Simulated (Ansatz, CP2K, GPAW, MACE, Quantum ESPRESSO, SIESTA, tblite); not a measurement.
# What went wrong? SIESTA on Σ7 (111) twist boundary in a Pd-Ir solid solution (84 atoms)

Program: SIESTA 5.4.2, a calculation on a cell of 44 Pd and 40 Ir, 14.8 Å³ an atom.

Input file input.fdf:

```
SystemLabel cell
NumberOfAtoms 84
NumberOfSpecies 2
%block ChemicalSpeciesLabel
  1 46 Pd
  2 77 Ir
%endblock ChemicalSpeciesLabel
LatticeConstant 1.0 Ang
%block LatticeVectors
  7.23169 0.00000 0.00000
  -3.61584 6.26283 0.00000
  0.00000 0.00000 27.38097
%endblock LatticeVectors
PAO.BasisSize DZP
PAO.EnergyShift 0.01 Ry
XC.Functional GGA
XC.Authors PBE
MeshCutoff 300 Ry
%block kgrid_Monkhorst_Pack
  1 0 0 0.0
  0 1 0 0.0
  0 0 1 0.0
%endblock kgrid_Monkhorst_Pack
SolutionMethod diagon
OccupationFunction FD
ElectronicTemperature 580 K
SCF.Mixer.Method Pulay
SCF.Mixer.Weight 0.05
SCF.Mixer.History 8
SCF.Mix Hamiltonian
MaxSCFIterations 3
SCF.DM.Tolerance 1e-04
SCF.H.Tolerance 1.0e-3 eV
WriteForces T
Write.HirshfeldPop T
Write.VoronoiPop T
Write.DM F
Write.H F
XML.Write F
AtomicCoordinatesFormat Fractional
%block AtomicCoordinatesAndAtomicSpecies
  0.86243 0.28724 0.99943 1
  0.80590 0.05191 0.08183 2
  0.70803 0.56991 0.99768 1
  0.93883 0.75579 0.08185 1
  0.43920 0.15251 0.00141 1
  0.66104 0.32763 0.08258 2
  0.90400 0.52834 0.16287 2
  0.60632 0.08720 0.16530 1
  0.85415 0.28162 0.24509 2
  0.80828 0.03778 0.32520 2
[... 70 atom lines left out ...]
  0.00168 0.99733 0.74262 1
  0.22590 0.04608 0.82545 2
  0.18334 0.23258 0.90860 1
  0.47021 0.09344 0.90828 2
%endblock AtomicCoordinatesAndAtomicSpecies
```

Command:

```
OMP_NUM_THREADS=1 mpirun -np 4 siesta < input.fdf > output.txt
```

Log:

```text
Version         : 5.4.2
reinit: System Name:
reinit: System Label: cell
initatom: Reading input for the pseudopotentials and atomic orbitals ----------
Species number:   1 Atomic number:   46 Label: Pd
Species number:   2 Atomic number:   77 Label: Ir
Ground state valence configuration (from tables):   5s01  5p00  4d09  4f00
Ground state valence configuration (from tables):   6s02  6p00  5d07  5f00
---- Processing specs for species: Pd
GGA--PBE XC_GGA_X_PBE--XC_GGA_C_PBE pb
Semicore shell(s) with  8 electrons included in the valence for Pd
---- Processing specs for species: Ir
GGA--PBE XC_GGA_X_PBE--XC_GGA_C_PBE pb
Semicore shell(s) with  8 electrons included in the valence for Ir
Semicore shell(s): 4s 4p
Fallback to non-perturbative polarization scheme for Pd
Please see the manual if this is not desired in principle
Semicore shell(s): 5s 5p
Fallback to non-perturbative polarization scheme for Ir
Please see the manual if this is not desired in principle
Pd pseudopotential only contains V_ls up to l=2 -- lmxkb reset.
Using PAO.SplitTailNorm
%block ChemicalSpeciesLabel
    1   46 Pd                      # Species index, atomic number, species label
    2   77 Ir                      # Species index, atomic number, species label
%endblock ChemicalSpeciesLabel
%block PAO.Basis                 # Define Basis set
Pd                    5                    # Species label, number of l-shells
 n=4   0   1                         # n, l, Nzeta
   2.568
   1.000
 n=5   0   2                         # n, l, Nzeta
   7.504      5.540
   1.000      1.000
 n=4   1   1                         # n, l, Nzeta
   2.914
[...]
4.908      3.224
[...]
Ir                    5                    # Species label, number of l-shells
[...]
n=6   1   1                         # n, l, Nzeta
   5.960
   1.000
 n=5   2   2                         # n, l, Nzeta
   4.830      3.273
   1.000      1.000
%endblock PAO.Basis
coor:   Atomic-coordinates input format  =     Fractional
siesta: System type = bulk
initatomlists: Number of atoms, orbitals, and projectors:     84  1596  2072
siesta: ******************** Simulation parameters ****************************
Total number of electrons:  1472.000000
Total ionic charge:  1472.000000
 Kpoints in:            1 . Kpoints trimmed:            1
siesta: k-grid: Number of k-points = 1
siesta: k-points from Monkhorst-Pack grid
siesta: k-cutoff (effective) =     3.616 Ang
siesta: k-point supercell and displacements
siesta: k-grid:     1     0     0      0.000
siesta: k-grid:     0     1     0      0.000
siesta: k-grid:     0     0     1      0.000
                     ====================================
                        Single-point calculation
                     ====================================
outcell: Unit cell vectors (Ang):
        7.231690    0.000000    0.000000
       -3.615840    6.262830    0.000000
        0.000000    0.000000   27.380970
outcell: Cell vector modules (Ang)   :    7.231690    7.231690   27.380970
outcell: Cell angles (23,13,12) (deg):     90.0000     90.0000    120.0000
outcell: Cell volume (Ang**3)        :   1240.1073
Gamma-point calculation with interaction between periodic images
Gamma-point calculation with interaction between periodic images
Some features might not work optimally:
Some features might not work optimally:
e.g. DM initialization from atomic data
e.g. DM initialization from atomic data
new_DM -- step:     1
Initializing Density Matrix...
Attempting to read DM from file... Failed...
DM filled with atomic data:
InitMesh: MESH = 72 x 72 x 288 = 1492992
InitMesh: Mesh cutoff (required, used) =   300.000   305.766 Ry
stepf: Fermi-Dirac step function
        iscf     Eharris(eV)        E_KS(eV)     FreeEng(eV)     dDmax    Ef(eV) dHmax(eV)
   scf:    1  -284802.227979  -286387.579781  -286388.225855  0.982574 -1.238194 65.511090
   scf:    2  -247715.047021  -274789.728161  -274790.307491  1.325439 -1.755215410.542094
   scf:    3  -285244.062401  -286953.481097  -286954.159031  1.262227 -1.770880 55.570167
SCF_NOT_CONV: SCF did not converge in maximum number of steps (required).
SCF_NOT_CONV: SCF did not converge in maximum number of steps (required).
Geom step, scf iteration, dDmax, dHmax:    0     3      1.262227     4.084332
Geom step, scf iteration, dDmax, dHmax:    0     3      1.262227     4.084332
ABNORMAL_TERMINATION
Stopping Program from Node:    0
ABNORMAL_TERMINATION
Stopping Program from Node:    0
ABNORMAL_TERMINATION
Stopping Program from Node:    2
[...]
ABNORMAL_TERMINATION
Stopping Program from Node:    1
ABNORMAL_TERMINATION
Stopping Program from Node:    1
```

Wall time 21 s (4 MPI ranks of Arm Neoverse V1, shared host); peak memory 1.8 GiB.

Banners, paths, timers and routine set-up lines are dropped from the logs unmarked, and long logs keep their key lines alone; longer cuts are marked.

Why should this run not be trusted?

Too few SCF iterations: iteration limit 3. The sound run has iteration limit 300.

The run ended unconverged.

[Also dropped from logs without a mark: logging warnings of Python, and SIESTA's first energy breakdown and zero terms.]

[Logs are printed without paths, hosts, clocks, repeated set-up lines and the standing remarks that a program may print on its own settings, such as how far it seeks lower states.]

[Hosts, paths, dates, database ids (printed as entryN), source tags and the programs' standing remarks are cut or masked in the printed files.]
